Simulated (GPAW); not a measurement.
# Settings that the conductance of butane-1,4-dithiol between two Pt chains needs, part 2 of 3

Aim: the cheapest settings that leave the conductance of butane-1,4-dithiol between two Pt chains unchanged.

GPAW 26.7.0; GPAW LCAO, PAW setups; Landauer transmission from Green's functions with principal layers (ASE), zero bias.

So far, transmission at the Fermi level (one spin): step 2 (base settings) 0.239; step 9 (broadening 0.001 eV) 0.233; step 13 (varying the density threshold: conv = 0.1) 0.239; step 14 (varying the density threshold: conv = 0.01) 0.239; step 15 (density threshold: conv = 0.001) 0.242.

### Step 17. Convergence in the density threshold

This step: convergence of the conductance (GPAW 26.7.0).

The conductance by log10 of the density threshold:

```tsv
log10 of the density threshold	conductance (G₀)
-6.00	0.238
-4.00	0.238
-3.00	0.242
-2.00	0.238
-1.00	0.238
```

### Step 18. Width of the vacuum box

The images of the wire across the vacuum must not overlap or polarise each other.

This step: GPAW LCAO, PAW setups; Landauer transmission from Green's functions with principal layers (ASE), zero bias (GPAW 26.7.0).

The cell differs from the one that the last finished run ended in (a 10.635 → 6.635 Å, b 9.259 → 5.259 Å).

File run.py:

```python
import json
import numpy as np
from ase import Atoms
from ase.transport.calculators import TransportCalculator
from gpaw import GPAW, FermiDirac
from gpaw.lcao.tools import get_lcao_hamiltonian
from scipy.linalg import eigh

# The junction with lead layers at both ends, along the third cell vector
device = Atoms(
    ['Pt', 'Pt', 'Pt', 'Pt', 'Pt', 'Pt', 'Pt', 'S', 'H', 'C', 'H', 'H', 'C', 'H', 'H', 'C', 'H', 'H', 'C', 'H', 'S', 'Pt', 'Pt', 'Pt', 'Pt', 'Pt', 'Pt', 'Pt'],
    positions=[
        [3.31745, 2.62935, 1.20000],
        [3.31745, 2.62935, 3.60000],
        [3.31745, 2.62935, 6.00000],
        [3.31745, 2.62935, 8.40000],
        [3.31745, 2.62935, 10.80000],
        [3.31745, 2.62935, 13.20000],
        [3.31745, 2.62935, 15.60000],
        [2.30101, 1.90718, 17.59194],
        [1.98386, 3.70307, 19.15077],
        [2.13891, 2.62417, 19.25172],
        [4.27102, 2.75775, 19.59905],
        [1.25001, 2.19628, 19.72608],
        [3.38369, 2.33342, 20.08574],
        [3.53962, 1.25001, 20.16481],
        [3.09530, 4.00869, 21.41381],
        [3.25123, 2.92528, 21.49288],
        [5.38491, 3.06241, 21.85255],
        [2.36390, 2.50096, 21.97957],
        [4.49601, 2.63453, 22.32690],
        [4.65105, 1.55563, 22.42785],
        [4.33390, 3.35152, 23.98669],
        [3.31745, 2.62935, 25.97862],
        [3.31745, 2.62935, 28.37862],
        [3.31745, 2.62935, 30.77862],
        [3.31745, 2.62935, 33.17862],
        [3.31745, 2.62935, 35.57862],
        [3.31745, 2.62935, 37.97862],
        [3.31745, 2.62935, 40.37862]],
    cell=[[6.63491, 0.0, 0.0], [0.0, 5.25869, 0.0], [0.0, 0.0, 41.57862]],
    pbc=True)

# One principal layer of the lead: the first 5 atoms of the device
lead = Atoms(
    ['Pt', 'Pt', 'Pt', 'Pt', 'Pt'],
    positions=[
        [3.31745, 2.62935, 1.20000],
        [3.31745, 2.62935, 3.60000],
        [3.31745, 2.62935, 6.00000],
        [3.31745, 2.62935, 8.40000],
        [3.31745, 2.62935, 10.80000]],
    cell=[[6.63491, 0.0, 0.0], [0.0, 5.25869, 0.0], [0.0, 0.0, 12.0]],
    pbc=True)

settings = dict(mode='lcao', basis='dzp', xc='PBE', h=0.2,
                occupations=FermiDirac(0.1), maxiter=250,
                mixer=dict(beta=0.1, nmaxold=8, weight=100.0),
                convergence=dict(density=0.0001))
energies = np.arange(-2, 2 + 1e-9, 0.05)
eta = 0.0001
n1, n2 = 1, 1
# k and -k transmit alike, so half of the mesh across the current serves
mesh = [(i, j) for i in range(n1) for j in range(n2) if (i, j) <= (-i % n1, -j % n2)]
weights = np.array([1 if (i, j) == (-i % n1, -j % n2) else 2 for i, j in mesh]) / (n1 * n2)

# [... helper functions left out ...]
fermi_lead = ground_state(lead, (1, 1, 10), 'lead.txt')
fermi_device = ground_state(device, (1, 1, 2), 'device.txt')
# [... loop over the mesh left out, but for ...]
        # Shift the lead onto the potential of the device's first layer
        shift = ((H[:, 0, 0] - H0[:, 0, 0]) / S0[0, 0]).real.mean()
# [...]
kT = 8.617333e-5 * 77
bias = [0.1, 0.2, 0.5, 1.0, 1.5, 2.0]
# [... integrals and printing left out ...]
```

Command:

```sh
$ OMP_NUM_THREADS=1 OPENBLAS_NUM_THREADS=2 python run.py
```

Run time: 4.3 min. Hardware: 2 threads of Intel Xeon 6975P-C (Granite Rapids), shared host; peak memory 1.4 GiB.

This step gave:

- conductance: 0.2559 G₀
- thermopower: 3.798 μV/K
- largest misfit of the first principal layer: 0.2176 eV
- shift that aligns the lead: 0.003352 eV
- transmission at the Fermi level (one spin): 0.2563

One spin. Table of transmission, zone mean by energy, zero at the Fermi level:

```tsv
energy (eV)	transmission, zone mean
-2.00	0.112
-1.90	0.118
-1.80	0.122
-1.70	0.119
-1.55	0.118
-1.45	0.121
-1.35	0.109
-1.25	0.0789
-1.15	0.109
-1.05	0.110
-0.90	0.142
-0.80	0.154
-0.70	0.152
-0.60	0.154
-0.50	0.150
-0.40	0.131
-0.25	0.347
-0.20	0.351
-0.15	0.327
-0.05	0.281
0.00	0.256
0.05	0.230
0.15	0.174
0.25	0.119
0.40	0.0525
0.50	0.0455
0.60	0.0398
0.70	0.0287
0.80	0.00360
0.90	0.00161
1.05	7.1e-4
1.15	4.6e-4
1.25	3.2e-4
1.35	2.3e-4
1.45	1.6e-4
1.55	1.2e-4
1.70	8.0e-5
1.80	6.1e-5
1.90	4.6e-5
2.00	3.5e-5
```

Not self-consistent under bias; the bias window is split evenly. Table of current through one cell, from the zero-bias transmission by bias:

```tsv
bias (V)	current through one cell, from the zero-bias transmission (μA)
0.100	1.98
0.200	3.95
0.500	9.68
1.000	14.2
1.500	17.8
2.000	20.6
```

The conductance, 0.256 G₀, lies 7.5 % above that of the base run.

### Step 19. Width of the vacuum box

The cell differs from the one that the last finished run ended in (a 6.635 → 7.635 Å, b 5.259 → 6.259 Å).

File run.py:

```python
import json
import numpy as np
from ase import Atoms
from ase.transport.calculators import TransportCalculator
from gpaw import GPAW, FermiDirac
from gpaw.lcao.tools import get_lcao_hamiltonian
from scipy.linalg import eigh

# The junction with lead layers at both ends, along the third cell vector
device = Atoms(
    ['Pt', 'Pt', 'Pt', 'Pt', 'Pt', 'Pt', 'Pt', 'S', 'H', 'C', 'H', 'H', 'C', 'H', 'H', 'C', 'H', 'H', 'C', 'H', 'S', 'Pt', 'Pt', 'Pt', 'Pt', 'Pt', 'Pt', 'Pt'],
    positions=[
        [3.81745, 3.12935, 1.20000],
        [3.81745, 3.12935, 3.60000],
        [3.81745, 3.12935, 6.00000],
        [3.81745, 3.12935, 8.40000],
        [3.81745, 3.12935, 10.80000],
        [3.81745, 3.12935, 13.20000],
        [3.81745, 3.12935, 15.60000],
        [2.80101, 2.40718, 17.59194],
        [2.48386, 4.20307, 19.15077],
        [2.63891, 3.12417, 19.25172],
        [4.77102, 3.25775, 19.59905],
        [1.75001, 2.69628, 19.72608],
        [3.88369, 2.83342, 20.08574],
        [4.03962, 1.75001, 20.16481],
        [3.59530, 4.50869, 21.41381],
        [3.75123, 3.42528, 21.49288],
        [5.88491, 3.56241, 21.85255],
        [2.86390, 3.00096, 21.97957],
        [4.99601, 3.13453, 22.32690],
        [5.15105, 2.05563, 22.42785],
        [4.83390, 3.85152, 23.98669],
        [3.81745, 3.12935, 25.97862],
        [3.81745, 3.12935, 28.37862],
        [3.81745, 3.12935, 30.77862],
        [3.81745, 3.12935, 33.17862],
        [3.81745, 3.12935, 35.57862],
        [3.81745, 3.12935, 37.97862],
        [3.81745, 3.12935, 40.37862]],
    cell=[[7.63491, 0.0, 0.0], [0.0, 6.25869, 0.0], [0.0, 0.0, 41.57862]],
    pbc=True)

# One principal layer of the lead: the first 5 atoms of the device
lead = Atoms(
    ['Pt', 'Pt', 'Pt', 'Pt', 'Pt'],
    positions=[
        [3.81745, 3.12935, 1.20000],
        [3.81745, 3.12935, 3.60000],
        [3.81745, 3.12935, 6.00000],
        [3.81745, 3.12935, 8.40000],
        [3.81745, 3.12935, 10.80000]],
    cell=[[7.63491, 0.0, 0.0], [0.0, 6.25869, 0.0], [0.0, 0.0, 12.0]],
    pbc=True)

settings = dict(mode='lcao', basis='dzp', xc='PBE', h=0.2,
                occupations=FermiDirac(0.1), maxiter=250,
                mixer=dict(beta=0.1, nmaxold=8, weight=100.0),
                convergence=dict(density=0.0001))
energies = np.arange(-2, 2 + 1e-9, 0.05)
eta = 0.0001
n1, n2 = 1, 1
# k and -k transmit alike, so half of the mesh across the current serves
mesh = [(i, j) for i in range(n1) for j in range(n2) if (i, j) <= (-i % n1, -j % n2)]
weights = np.array([1 if (i, j) == (-i % n1, -j % n2) else 2 for i, j in mesh]) / (n1 * n2)

# [... helper functions left out ...]
fermi_lead = ground_state(lead, (1, 1, 10), 'lead.txt')
fermi_device = ground_state(device, (1, 1, 2), 'device.txt')
# [... loop over the mesh left out, but for ...]
        # Shift the lead onto the potential of the device's first layer
        shift = ((H[:, 0, 0] - H0[:, 0, 0]) / S0[0, 0]).real.mean()
# [...]
kT = 8.617333e-5 * 77
bias = [0.1, 0.2, 0.5, 1.0, 1.5, 2.0]
# [... integrals and printing left out ...]
```

Wall time 3.3 min (2 threads); peak memory 1.4 GiB.

Numbers from this step:

```yaml
conductance: 0.2349 G₀
thermopower: 3.758 μV/K
largest_misfit_of_the_first_principal_layer: 0.2172 eV
shift_that_aligns_the_lead: 0.001927 eV
transmission_at_the_fermi_level_one_spin: 0.2352
```

One spin. Transmission, zone mean against energy, zero at the Fermi level:

energy (eV), transmission, zone mean and a bar:
```
   -2.000      0.119 ##########
   -1.800      0.134 ###########
   -1.750      0.136 ###########
   -1.600      0.116 ##########
   -1.400      0.115 ##########
   -1.200      0.099 ########
   -1.000      0.111 #########
   -0.800      0.157 #############
   -0.600      0.159 #############
   -0.400      0.138 ############
   -0.250      0.358 ##############################
   -0.200      0.334 ############################
    0.000      0.235 ####################
    0.200      0.136 ###########
    0.400      0.049 ####
    0.600      0.038 ###
    0.800      0.004 
    1.000      0.001 
    1.200      0.001 
    1.400      0.000 
    1.600      0.000 
    1.800      0.000 
    2.000      0.000
```

Not self-consistent under bias; the bias window is split evenly. Table of current through one cell, from the zero-bias transmission by bias:

```tsv
bias (V)	current through one cell, from the zero-bias transmission (μA)
0.100	1.82
0.200	3.63
0.500	9.04
1.000	13.7
1.500	17.4
2.000	20.3
```

The conductance, 0.235 G₀, lies 1.4 % below that of the base run.

### Step 20. Varying the width of the vacuum box

The cell differs from the one that the last finished run ended in (a 7.635 → 9.135 Å, b 6.259 → 7.759 Å).

File run.py:

```python
import json
import numpy as np
from ase import Atoms
from ase.transport.calculators import TransportCalculator
from gpaw import GPAW, FermiDirac
from gpaw.lcao.tools import get_lcao_hamiltonian
from scipy.linalg import eigh

# The junction with lead layers at both ends, along the third cell vector
device = Atoms(
    ['Pt', 'Pt', 'Pt', 'Pt', 'Pt', 'Pt', 'Pt', 'S', 'H', 'C', 'H', 'H', 'C', 'H', 'H', 'C', 'H', 'H', 'C', 'H', 'S', 'Pt', 'Pt', 'Pt', 'Pt', 'Pt', 'Pt', 'Pt'],
    positions=[
        [4.56745, 3.87935, 1.20000],
        [4.56745, 3.87935, 3.60000],
        [4.56745, 3.87935, 6.00000],
        [4.56745, 3.87935, 8.40000],
        [4.56745, 3.87935, 10.80000],
        [4.56745, 3.87935, 13.20000],
        [4.56745, 3.87935, 15.60000],
        [3.55101, 3.15718, 17.59194],
        [3.23386, 4.95307, 19.15077],
        [3.38891, 3.87417, 19.25172],
        [5.52102, 4.00775, 19.59905],
        [2.50001, 3.44628, 19.72608],
        [4.63369, 3.58342, 20.08574],
        [4.78962, 2.50001, 20.16481],
        [4.34530, 5.25869, 21.41381],
        [4.50123, 4.17528, 21.49288],
        [6.63491, 4.31241, 21.85255],
        [3.61390, 3.75096, 21.97957],
        [5.74601, 3.88453, 22.32690],
        [5.90105, 2.80563, 22.42785],
        [5.58390, 4.60152, 23.98669],
        [4.56745, 3.87935, 25.97862],
        [4.56745, 3.87935, 28.37862],
        [4.56745, 3.87935, 30.77862],
        [4.56745, 3.87935, 33.17862],
        [4.56745, 3.87935, 35.57862],
        [4.56745, 3.87935, 37.97862],
        [4.56745, 3.87935, 40.37862]],
    cell=[[9.13491, 0.0, 0.0], [0.0, 7.75869, 0.0], [0.0, 0.0, 41.57862]],
    pbc=True)

# One principal layer of the lead: the first 5 atoms of the device
lead = Atoms(
    ['Pt', 'Pt', 'Pt', 'Pt', 'Pt'],
    positions=[
        [4.56745, 3.87935, 1.20000],
        [4.56745, 3.87935, 3.60000],
        [4.56745, 3.87935, 6.00000],
        [4.56745, 3.87935, 8.40000],
        [4.56745, 3.87935, 10.80000]],
    cell=[[9.13491, 0.0, 0.0], [0.0, 7.75869, 0.0], [0.0, 0.0, 12.0]],
    pbc=True)

settings = dict(mode='lcao', basis='dzp', xc='PBE', h=0.2,
                occupations=FermiDirac(0.1), maxiter=250,
                mixer=dict(beta=0.1, nmaxold=8, weight=100.0),
                convergence=dict(density=0.0001))
energies = np.arange(-2, 2 + 1e-9, 0.05)
eta = 0.0001
n1, n2 = 1, 1
# k and -k transmit alike, so half of the mesh across the current serves
mesh = [(i, j) for i in range(n1) for j in range(n2) if (i, j) <= (-i % n1, -j % n2)]
weights = np.array([1 if (i, j) == (-i % n1, -j % n2) else 2 for i, j in mesh]) / (n1 * n2)

# [... helper functions left out ...]
fermi_lead = ground_state(lead, (1, 1, 10), 'lead.txt')
fermi_device = ground_state(device, (1, 1, 2), 'device.txt')
# [... loop over the mesh left out, but for ...]
        # Shift the lead onto the potential of the device's first layer
        shift = ((H[:, 0, 0] - H0[:, 0, 0]) / S0[0, 0]).real.mean()
# [...]
kT = 8.617333e-5 * 77
bias = [0.1, 0.2, 0.5, 1.0, 1.5, 2.0]
# [... integrals and printing left out ...]
```

Wall time 2.7 min (2 threads); peak memory 1.5 GiB.

One spin. Transmission, zone mean against energy, zero at the Fermi level:

energy (eV), transmission, zone mean and a bar:
```
   -2.000      0.125 ##########
   -1.800      0.142 ############
   -1.750      0.143 ############
   -1.600      0.127 ##########
   -1.400      0.115 #########
   -1.200      0.103 ########
   -1.000      0.114 #########
   -0.800      0.163 #############
   -0.600      0.163 #############
   -0.400      0.145 ############
   -0.250      0.367 ##############################
   -0.200      0.336 ###########################
    0.000      0.233 ###################
    0.200      0.133 ###########
    0.400      0.048 ####
    0.600      0.038 ###
    0.800      0.004 
    1.000      0.001 
    1.200      0.001 
    1.400      0.000 
    1.600      0.000 
    1.800      0.000 
    2.000      0.000
```

The conductance, 0.233 G₀, lies 2.3 % below that of the base run.

### Step 21. Varying the width of the vacuum box, box 12.6 × 11.3 Å

The cell differs from the one that the last finished run ended in (a 9.135 → 12.635 Å, b 7.759 → 11.259 Å).

File run.py:

```python
import json
import numpy as np
from ase import Atoms
from ase.transport.calculators import TransportCalculator
from gpaw import GPAW, FermiDirac
from gpaw.lcao.tools import get_lcao_hamiltonian
from scipy.linalg import eigh

# The junction with lead layers at both ends, along the third cell vector
device = Atoms(
    ['Pt', 'Pt', 'Pt', 'Pt', 'Pt', 'Pt', 'Pt', 'S', 'H', 'C', 'H', 'H', 'C', 'H', 'H', 'C', 'H', 'H', 'C', 'H', 'S', 'Pt', 'Pt', 'Pt', 'Pt', 'Pt', 'Pt', 'Pt'],
    positions=[
        [6.31745, 5.62935, 1.20000],
        [6.31745, 5.62935, 3.60000],
        [6.31745, 5.62935, 6.00000],
        [6.31745, 5.62935, 8.40000],
        [6.31745, 5.62935, 10.80000],
        [6.31745, 5.62935, 13.20000],
        [6.31745, 5.62935, 15.60000],
        [5.30101, 4.90718, 17.59194],
        [4.98386, 6.70307, 19.15077],
        [5.13891, 5.62417, 19.25172],
        [7.27102, 5.75775, 19.59905],
        [4.25001, 5.19628, 19.72608],
        [6.38369, 5.33342, 20.08574],
        [6.53962, 4.25001, 20.16481],
        [6.09530, 7.00869, 21.41381],
        [6.25123, 5.92528, 21.49288],
        [8.38491, 6.06241, 21.85255],
        [5.36390, 5.50096, 21.97957],
        [7.49601, 5.63453, 22.32690],
        [7.65105, 4.55563, 22.42785],
        [7.33390, 6.35152, 23.98669],
        [6.31745, 5.62935, 25.97862],
        [6.31745, 5.62935, 28.37862],
        [6.31745, 5.62935, 30.77862],
        [6.31745, 5.62935, 33.17862],
        [6.31745, 5.62935, 35.57862],
        [6.31745, 5.62935, 37.97862],
        [6.31745, 5.62935, 40.37862]],
    cell=[[12.63491, 0.0, 0.0], [0.0, 11.25869, 0.0], [0.0, 0.0, 41.57862]],
    pbc=True)

# One principal layer of the lead: the first 5 atoms of the device
lead = Atoms(
    ['Pt', 'Pt', 'Pt', 'Pt', 'Pt'],
    positions=[
        [6.31745, 5.62935, 1.20000],
        [6.31745, 5.62935, 3.60000],
        [6.31745, 5.62935, 6.00000],
        [6.31745, 5.62935, 8.40000],
        [6.31745, 5.62935, 10.80000]],
    cell=[[12.63491, 0.0, 0.0], [0.0, 11.25869, 0.0], [0.0, 0.0, 12.0]],
    pbc=True)

settings = dict(mode='lcao', basis='dzp', xc='PBE', h=0.2,
                occupations=FermiDirac(0.1), maxiter=250,
                mixer=dict(beta=0.1, nmaxold=8, weight=100.0),
                convergence=dict(density=0.0001))
energies = np.arange(-2, 2 + 1e-9, 0.05)
eta = 0.0001
n1, n2 = 1, 1
# k and -k transmit alike, so half of the mesh across the current serves
mesh = [(i, j) for i in range(n1) for j in range(n2) if (i, j) <= (-i % n1, -j % n2)]
weights = np.array([1 if (i, j) == (-i % n1, -j % n2) else 2 for i, j in mesh]) / (n1 * n2)

# [... helper functions left out ...]
fermi_lead = ground_state(lead, (1, 1, 10), 'lead.txt')
fermi_device = ground_state(device, (1, 1, 2), 'device.txt')
# [... loop over the mesh left out, but for ...]
        # Shift the lead onto the potential of the device's first layer
        shift = ((H[:, 0, 0] - H0[:, 0, 0]) / S0[0, 0]).real.mean()
# [...]
kT = 8.617333e-5 * 77
bias = [0.1, 0.2, 0.5, 1.0, 1.5, 2.0]
# [... integrals and printing left out ...]
```

The job ended after 2.9 min (2 threads; peak memory 2.3 GiB).

(Continued in part 3 of 3.)

[Logs are printed without paths, hosts, clocks, repeated set-up lines and the standing remarks that a program may print on its own settings, such as how far it seeks lower states.]

[Hosts, paths, dates, database ids (printed as entryN), source tags and the programs' standing remarks are cut or masked in the printed files.]
